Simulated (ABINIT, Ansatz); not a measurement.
**SiC (F-43m): G0W0 on several meshes in ABINIT**

Wanted: mesh dependence and cost of G0W0 for SiC (F-43m).

Calculated with ABINIT 10.8.3; PBE and many-body steps on it, plane waves.

## Step 1: The starting structure

Symmetry: F-43m, No. 216, cubic system. The conventional cell has a = 4.358 Å, b = 4.358 Å, c = 4.358 Å, α = 90.00°, β = 90.00°, γ = 90.00°. Nearest to Si lie 4 C at 1.89 Å. Nearest to C lie 4 Si at 1.89 Å. Farther neighbours are not listed.

The cell and positions come from the Crystallography Open Database and are kept as given unless a step says otherwise.

## Step 2: Empty states on the mesh, 8×8×8 mesh, 387 bands

This step: ABINIT 10.8.3; DFT, PBE, plane waves, norm-conserving pseudopotentials.

The sums over transitions need many empty states on a uniform mesh; this step solves for them.

run.abi

```
acell 3*1.0 Angstrom
rprim 
  -0.000000000000 2.179000000000 2.179000000000
  2.179000000000 0.000000000000 2.179000000000
  2.179000000000 2.179000000000 -0.000000000000
ntypat 2
znucl 14 6
natom 2
typat 1 2
xred 
  0.000000000000 0.000000000000 0.000000000000
  0.250000000000 0.250000000000 0.250000000000
pp_dirpath "pseudos"
pseudos "Si.upf, C.upf"
ecut 37
ngkpt 8 8 8
nshiftk 1
shiftk 0 0 0
kptopt 1
chksymbreak 0
irdden 1
istwfk *1
nband 387
prtvol 0
optdriver 6
gwr_task "HDIAGO"
paral_kgb 0
occopt 1
indata_prefix "in"
outdata_prefix "out"
tmpdata_prefix "tmp"
```

Launch:

```
$ OMP_NUM_THREADS=1 mpirun -n 8 abinit run.abi > log
```

Log:

```text
.Version 10.8.3 of ABINIT. v10.8.2 released Aug 2026.

 Symmetries : space group F-4 3 m (#216); Bravais cF (face-center cubic)
[... echo of the input left out ...]
== DATASET  1 ==================================================================
-   mpi_nproc: 8, omp_nthreads: 1 (-1 if OMP is not activated)

--- !DatasetInfo
iteration_state: {dtset: 1, }
dimensions: {natom: 2, nkpt: 29, mband: 387, nsppol: 1, nspinor: 1, nspden: 1, mpw: 1524, }
cutoff_energies: {ecut:  37.0, pawecutdg:  -1.0, }
[...]
Indirect band gap semiconductor
 Fundamental gap:     1.361 (eV)
   VBM:     6.835 (eV) at k: [ 0.0000E+00,  0.0000E+00,  0.0000E+00]
   CBM:     8.196 (eV) at k: [ 5.0000E-01,  5.0000E-01,  0.0000E+00]
 Direct gap:         4.553 (eV) at k: [ 5.0000E-01,  5.0000E-01,  0.0000E+00]

== END DATASET(S) ==============================================================
================================================================================

 -outvars: echo values of variables after computation  --------
           etotal      0.0000000000E+00
            nband         387
             nkpt          29
          spgroup         216
 [... the other variables as echoed above ...]

 Calculation completed.
```

It took 13 s on 8 MPI ranks of Intel Xeon at 2.80GHz (Skylake/Cascade Lake), shared host; peak memory 1.4 GiB; 1.8 min of CPU time.

This step gave:

```yaml
gap: 1.361 eV
k_of_the_valence_top: 0, 0, 0
k_of_the_conduction_bottom: 0.5, 0.5, 0
least_direct_gap: 4.553 eV
k_points_computed: 29
lowest_point_of_the_top_converged_band_above_the_valence_top: 377.4434 eV
```

On this mesh the gap is 1.361 eV.

The density comes from a self-consistent run that is not shown.

## Step 3: Screening, 8×8×8 mesh, 157 bands, screening to 283 eV

The RPA dielectric matrix is built and inverted for each q.

This step: RPA screening on PBE, plane waves, norm-conserving pseudopotentials.

run.abi: that of step 2 with these lines changed.

```diff
@@ -20,10 +20,11 @@
 chksymbreak 0
-irdden 1
 istwfk *1
-nband 387
-prtvol 0
-optdriver 6
-gwr_task "HDIAGO"
-paral_kgb 0
 occopt 1
+irdwfk 1
+optdriver 3
+nband 157
+ecuteps 10.4
+inclvkb 2
+awtr 1
+symchi 1
 indata_prefix "in"
```

Log:

```text
.Version 10.8.3 of ABINIT. v10.8.2 released Aug 2026.

 Symmetries : space group F-4 3 m (#216); Bravais cF (face-center cubic)
[... echo of the input left out ...]
== DATASET  1 ==================================================================
-   mpi_nproc: 8, omp_nthreads: 1 (-1 if OMP is not activated)

--- !DatasetInfo
iteration_state: {dtset: 1, }
dimensions: {natom: 2, nkpt: 29, mband: 157, nsppol: 1, nspinor: 1, nspden: 1, mpw: 1524, }
cutoff_energies: {ecut:  37.0, pawecutdg:  -1.0, }
electrons: {nelect:   8.00000000E+00, charge:   0.00000000E+00, occopt:   1.00000000E+00, tsmear:   1.00000000E-02, }

 SCREENING: Calculation of the susceptibility and dielectric matrices

 Based on a program developped by R.W. Godby, V. Olevano, G. Onida, and L. Reining.
 Incorporated in ABINIT by V. Olevano, G.-M. Rignanese, and M. Torrent.
.Using double precision arithmetic ; gwpc =  8

[... cell and pseudopotentials left out ...]
--------------------------------------------------------------------------------

 ==== K-mesh for the wavefunctions ====
 Number of points in the irreducible wedge :    29
[... list of points left out ...]
 Together with 24 symmetry operations and time-reversal symmetry
 yields   512 points in the full Brillouin Zone.

 ==== Q-mesh for the screening function ====
 Number of points in the irreducible wedge :    29
[... list of points left out ...]
 Together with 24 symmetry operations and time-reversal symmetry
 yields   512 points in the full Brillouin Zone.

 setmesh: FFT mesh size selected  =    25x   25x   25
          total number of points  =        15625

 vcoul_init : cutoff-mode = AUXILIARY_FUNCTION
 q-points for optical limit:   1
     1)      0.000010    0.000020    0.000030

- screening: taking advantage of time-reversal symmetry
- Maximum band index for partially occupied states nbvw = 4
- Remaining bands to be divided among processors   nbcw = 153
- Number of bands treated by each node ~19

 Number of electrons calculated from density =    8.0000; Expected =    8.0000
 average of density, n =  0.057292
 r_s =    1.6092
 omega_plasma =   23.0888 [eV]

 calculating chi0 at frequencies [eV] :
  1    0.000000E+00    0.000000E+00
  2    0.000000E+00    2.308880E+01

--------------------------------------------------------------------------------
  q-point number  1        q = ( 0.000000, 0.000000, 0.000000) [r.l.u.]
--------------------------------------------------------------------------------
[... chi0 elements left out ...]
 For q-point:  0.000010 0.000020 0.000030
  dielectric constant =   6.6712
  dielectric constant without local fields =   7.3105

  Average fulfillment of the sum rule on Im[epsilon] for q-point    1 :     95.08  [%]
[... wings left out ...]
  q-point number  2        q = ( 0.125000, 0.000000, 0.000000) [r.l.u.]
--------------------------------------------------------------------------------
[... chi0 elements left out ...]
  Average fulfillment of the sum rule on Im[epsilon] for q-point    2 :     97.51  [%]

 [... 27 further q-points ...]
```

It took 2.9 min on 8 MPI ranks; peak memory 2.6 GiB; 23 min of CPU time.

Numbers from this step:

```
ε∞ with local fields, on this mesh, along the program's q direction : 6.671
the same without local fields                                       : 7.311
plasma frequency                                                    : 23.09 eV
plane waves in the screening matrix                                 : 229
```

Local fields lower ε∞ by 9 %.

## Step 4: 8×8×8

The self-energy is evaluated for the states that the input lists, and the levels follow from it, in one-shot runs by the linearised quasiparticle equation.

This step: G0W0 on PBE, plane waves, norm-conserving pseudopotentials.

run.abi: that of step 3 with these lines changed.

```diff
@@ -23,8 +23,17 @@
 irdwfk 1
-optdriver 3
+optdriver 4
 nband 157
+gwcalctyp 0
+ecutsigx 37
+symsigma 1
+nkptgw 2
+kptgw 
+  0.0000000000 0.0000000000 0.0000000000
+  0.5000000000 0.5000000000 0.0000000000
+bdgw 
+  2 8
+  3 6
 ecuteps 10.4
-inclvkb 2
-awtr 1
-symchi 1
+irdscr 1
+ppmodel 1
 indata_prefix "in"
```

Log:

```text
.Version 10.8.3 of ABINIT. v10.8.2 released Aug 2026.

 Symmetries : space group F-4 3 m (#216); Bravais cF (face-center cubic)
[... echo of the input left out ...]
== DATASET  1 ==================================================================
-   mpi_nproc: 8, omp_nthreads: 1 (-1 if OMP is not activated)

--- !DatasetInfo
iteration_state: {dtset: 1, }
dimensions: {natom: 2, nkpt: 29, mband: 157, nsppol: 1, nspinor: 1, nspden: 1, mpw: 1524, }
cutoff_energies: {ecut:  37.0, pawecutdg:  -1.0, }
electrons: {nelect:   8.00000000E+00, charge:   0.00000000E+00, occopt:   1.00000000E+00, tsmear:   1.00000000E-02, }

 SIGMA: Calculation of the GW corrections

 Based on a program developped by R.W. Godby, V. Olevano, G. Onida, and L. Reining.
 Incorporated in ABINIT by V. Olevano, G.-M. Rignanese, and M. Torrent.
.Using double precision arithmetic ; gwpc =  8

[... cell and pseudopotentials left out ...]
--------------------------------------------------------------------------------

 ==== K-mesh for the wavefunctions ====
 Number of points in the irreducible wedge :    29
[... list of points left out ...]
 Together with 24 symmetry operations and time-reversal symmetry
 yields   512 points in the full Brillouin Zone.

 ==== Q-mesh for screening function ====
 Number of points in the irreducible wedge :    29
[... list of points left out ...]
 Together with 24 symmetry operations and time-reversal symmetry
 yields   512 points in the full Brillouin Zone.

 vcoul_init : cutoff-mode = AUXILIARY_FUNCTION
 q-points for optical limit:   1
     1)      0.000010    0.000020    0.000030
 setmesh: FFT mesh size selected  =    32x   32x   32
          total number of points  =        32768

 Number of electrons calculated from density =    8.0000; Expected =    8.0000
 average of density, n =  0.057292
 r_s =    1.6092
 omega_plasma =   23.0888 [eV]

 === KS Band Gaps ===
  >>>> For spin  1
   Minimum direct gap =   4.5530 [eV], located at k-point      :   0.5000  0.5000  0.0000
   Fundamental gap    =   1.3613 [eV], Top of valence bands at :   0.0000  0.0000  0.0000
                                       Bottom of conduction at :   0.5000  0.5000  0.0000
 SIGMA fundamental parameters:
 PLASMON POLE MODEL  1
 number of plane-waves for SigmaX                 1459
 number of plane-waves for SigmaC and W            229
 number of plane-waves for wavefunctions          1459
 number of bands                                   157
 number of independent spin polarizations            1
 number of spinorial components                      1
 number of k-points in IBZ                          29
 number of q-points in IBZ                          29
 number of symmetry operations                      24
 number of k-points in BZ                          512
 number of q-points in BZ                          512
 number of frequencies for dSigma/dE                 9
 frequency step for dSigma/dE [eV]                0.25
 number of omega for Sigma on real axis              0
 max omega for Sigma on real axis  [eV]           0.00
 zcut for avoiding poles [eV]                     0.10

 EPSILON^-1 parameters (SCR file):
 dimension of the eps^-1 matrix on file            229
 dimension of the eps^-1 matrix used               229
 number of plane-waves for wavefunctions          1459
 number of bands                                   157
 number of q-points in IBZ                          29
 number of frequencies                               2
 number of real frequencies                          1
 number of imag frequencies                          1

 matrix elements of self-energy operator (all in [eV])

 Perturbative Calculation

--- !SelfEnergy_ee
iteration_state: {dtset: 1, }
kpoint     : [   0.000,    0.000,    0.000, ]
spin       : 1
KS_gap     :    6.223
QP_gap     :    7.140
Delta_QP_KS:    0.917
data: !SigmaeeData |
     Band     E0 <VxcDFT>   SigX SigC(E0)      Z dSigC/dE  Sig(E)    E-E0       E
        2   6.835 -14.927 -17.547   1.779   0.792  -0.263 -15.593  -0.666   6.169
        3   6.835 -14.927 -17.547   1.779   0.792  -0.263 -15.593  -0.666   6.169
        4   6.835 -14.927 -17.547   1.779   0.792  -0.263 -15.593  -0.666   6.169
        5  13.058 -13.214  -7.586  -5.311   0.790  -0.266 -12.963   0.251  13.310
        6  14.146 -11.329  -5.851  -5.150   0.806  -0.241 -11.065   0.264  14.411
        7  14.146 -11.329  -5.851  -5.150   0.806  -0.241 -11.065   0.264  14.411
        8  14.146 -11.329  -5.851  -5.150   0.806  -0.241 -11.065   0.264  14.411

--- !SelfEnergy_ee
iteration_state: {dtset: 1, }
kpoint     : [   0.500,    0.500,    0.000, ]
spin       : 1
KS_gap     :    4.553
QP_gap     :    5.610
Delta_QP_KS:    1.057
data: !SigmaeeData |
     Band     E0 <VxcDFT>   SigX SigC(E0)      Z dSigC/dE  Sig(E)    E-E0       E
        3   3.643 -13.566 -17.410   2.626   0.782  -0.279 -14.518  -0.952   2.691
        4   3.643 -13.566 -17.410   2.626   0.782  -0.279 -14.518  -0.952   2.691
        5   8.196 -10.510  -6.435  -3.946   0.820  -0.219 -10.405   0.105   8.301
        6  11.168 -10.772  -5.999  -4.441   0.822  -0.216 -10.499   0.274  11.442

== END DATASET(S) ==============================================================
================================================================================

 -outvars: echo values of variables after computation  --------
           etotal      0.0000000000E+00
            nband         157
             nkpt          29
          spgroup         216
 [... the other variables as echoed above ...]

 Calculation completed.
```

The job ended after 25 s (8 MPI ranks; peak memory 2.7 GiB).

Numbers from this step:

```yaml
g0w0_gap_on_the_points_computed: 2.132 eV
starting_gap_on_the_mesh: 1.361 eV
k_of_the_valence_top: 0, 0, 0
k_of_the_conduction_bottom: 0.5, 0.5, 0
z_at_the_valence_top: 0.792
z_at_the_conduction_bottom: 0.82
least_direct_g0w0_gap_on_the_computed_points: 5.61 eV
```

The gap on the mesh goes from 1.36 eV to 2.13 eV, a correction of +0.77 eV.

## Step 5: Empty states on the mesh, 6×6×6 mesh, 165 bands

This step: DFT, PBE, plane waves, norm-conserving pseudopotentials.

run.abi: that of step 4 with these lines changed.

```diff
@@ -15,3 +15,3 @@
 ecut 37
-ngkpt 8 8 8
+ngkpt 6 6 6
 nshiftk 1
@@ -20,20 +20,10 @@
 chksymbreak 0
+irdden 1
 istwfk *1
+nband 165
+prtvol 0
+optdriver 6
+gwr_task "HDIAGO"
+paral_kgb 0
 occopt 1
-irdwfk 1
-optdriver 4
-nband 157
-gwcalctyp 0
-ecutsigx 37
-symsigma 1
-nkptgw 2
-kptgw 
-  0.0000000000 0.0000000000 0.0000000000
-  0.5000000000 0.5000000000 0.0000000000
-bdgw 
-  2 8
-  3 6
-ecuteps 10.4
-irdscr 1
-ppmodel 1
 indata_prefix "in"
```

Log:

```text
[banner, memory and clock lines left out]
.Version 10.8.3 of ABINIT. v10.8.2 released Aug 2026.

 Symmetries : space group F-4 3 m (#216); Bravais cF (face-center cubic)
[... echo of the input left out ...]
== DATASET  1 ==================================================================
-   mpi_nproc: 8, omp_nthreads: 1 (-1 if OMP is not activated)

--- !DatasetInfo
iteration_state: {dtset: 1, }
dimensions: {natom: 2, nkpt: 16, mband: 165, nsppol: 1, nspinor: 1, nspden: 1, mpw: 1524, }
cutoff_energies: {ecut:  37.0, pawecutdg:  -1.0, }
[...]
Integrated=    8.0000E+00

 === KS gaps after direct diagonalization ===
 Indirect band gap semiconductor
 Fundamental gap:     1.361 (eV)
   VBM:     6.835 (eV) at k: [ 0.0000E+00,  0.0000E+00,  0.0000E+00]
   CBM:     8.196 (eV) at k: [ 5.0000E-01,  5.0000E-01,  0.0000E+00]
 Direct gap:         4.553 (eV) at k: [ 5.0000E-01,  5.0000E-01,  0.0000E+00]

== END DATASET(S) ==============================================================

 -outvars: echo values of variables after computation  --------
           etotal      0.0000000000E+00
            nband         165
             nkpt          16
          spgroup         216
 [... the other variables as echoed above ...]

 Calculation completed.
```

Elapsed: 7.6 s, on 8 MPI ranks; peak memory 1.5 GiB.

Numbers from this step:

| Item | Value |
| --- | --- |
| gap | 1.361 eV |
| k of the valence top | 0, 0, 0 |
| k of the conduction bottom | 0.5, 0.5, 0 |
| least direct gap | 4.553 eV |
| k points computed | 16 |
| lowest point of the top converged band, above the valence top | 198.3907 eV |

On this mesh the gap is 1.361 eV.

## Step 6: Screening, 6×6×6 mesh, 157 bands, screening to 283 eV

This step: RPA screening on PBE, plane waves, norm-conserving pseudopotentials.

run.abi: that of step 5 with these lines changed.

```diff
@@ -20,10 +20,11 @@
 chksymbreak 0
-irdden 1
 istwfk *1
-nband 165
-prtvol 0
-optdriver 6
-gwr_task "HDIAGO"
-paral_kgb 0
 occopt 1
+irdwfk 1
+optdriver 3
+nband 157
+ecuteps 10.4
+inclvkb 2
+awtr 1
+symchi 1
 indata_prefix "in"
```

Log:

```text
.Version 10.8.3 of ABINIT. v10.8.2 released Aug 2026.

 Symmetries : space group F-4 3 m (#216); Bravais cF (face-center cubic)
[... echo of the input left out ...]
== DATASET  1 ==================================================================
-   mpi_nproc: 8, omp_nthreads: 1 (-1 if OMP is not activated)

--- !DatasetInfo
iteration_state: {dtset: 1, }
dimensions: {natom: 2, nkpt: 16, mband: 157, nsppol: 1, nspinor: 1, nspden: 1, mpw: 1524, }
cutoff_energies: {ecut:  37.0, pawecutdg:  -1.0, }
electrons: {nelect:   8.00000000E+00, charge:   0.00000000E+00, occopt:   1.00000000E+00, tsmear:   1.00000000E-02, }

 SCREENING: Calculation of the susceptibility and dielectric matrices

 Based on a program developped by R.W. Godby, V. Olevano, G. Onida, and L. Reining.
 Incorporated in ABINIT by V. Olevano, G.-M. Rignanese, and M. Torrent.
.Using double precision arithmetic ; gwpc =  8

[... cell and pseudopotentials left out ...]
--------------------------------------------------------------------------------

 ==== K-mesh for the wavefunctions ====
 Number of points in the irreducible wedge :    16
[... list of points left out ...]
 Together with 24 symmetry operations and time-reversal symmetry
 yields   216 points in the full Brillouin Zone.

 ==== Q-mesh for the screening function ====
 Number of points in the irreducible wedge :    16
[... list of points left out ...]
 Together with 24 symmetry operations and time-reversal symmetry
 yields   216 points in the full Brillouin Zone.

 setmesh: FFT mesh size selected  =    25x   25x   25
          total number of points  =        15625

 vcoul_init : cutoff-mode = AUXILIARY_FUNCTION
 q-points for optical limit:   1
     1)      0.000010    0.000020    0.000030

- screening: taking advantage of time-reversal symmetry
- Maximum band index for partially occupied states nbvw = 4
- Remaining bands to be divided among processors   nbcw = 153
- Number of bands treated by each node ~19

 Number of electrons calculated from density =    8.0000; Expected =    8.0000
 average of density, n =  0.057292
 r_s =    1.6092
 omega_plasma =   23.0888 [eV]

 calculating chi0 at frequencies [eV] :
  1    0.000000E+00    0.000000E+00
  2    0.000000E+00    2.308880E+01

--------------------------------------------------------------------------------
  q-point number  1        q = ( 0.000000, 0.000000, 0.000000) [r.l.u.]
--------------------------------------------------------------------------------
[... chi0 elements left out ...]
 For q-point:  0.000010 0.000020 0.000030
  dielectric constant =   7.0826
  dielectric constant without local fields =   7.7436

  Average fulfillment of the sum rule on Im[epsilon] for q-point    1 :     95.08  [%]
[... wings left out ...]
  q-point number  2        q = ( 0.166667, 0.000000, 0.000000) [r.l.u.]
--------------------------------------------------------------------------------
[... chi0 elements left out ...]
  Average fulfillment of the sum rule on Im[epsilon] for q-point    2 :     97.33  [%]

 [... 14 further q-points ...]
```

It took 34 s on 8 MPI ranks; peak memory 1.6 GiB.

This step gave:

* ε∞ with local fields, on this mesh, along the program's q direction: 7.083
* the same without local fields: 7.744
* plasma frequency: 23.09 eV
* plane waves in the screening matrix: 229

(Continued in part 2 of 2.)

[Paths, hosts, dates, memory and timing lines, banners, echoed tables and standing remarks are left out of the program output.]

[Logs are printed without paths, hosts, clocks, repeated set-up lines and the standing remarks that a program may print on its own settings, such as how far it seeks lower states.]

[Runs of the session that timed out or met a known fault of the program may be left out.]

[No measured gap is set beside runs whose start may be inverted or whose files or cutoffs have a known fault.]

[Hosts, paths, dates, database ids (printed as entryN), source tags and the programs' standing remarks are cut or masked in the printed files.]

[G0W0 gaps are taken among the corrected bands and points alone; a level outside them can change the order at an edge.]

[Where Ansatz stands beside ABINIT at settings called matched, ABINIT's density can come from a denser mesh and the files from another edition; pairs whose starting gaps differed by over 0.03 eV were left out, so agreement reads better than it is.]
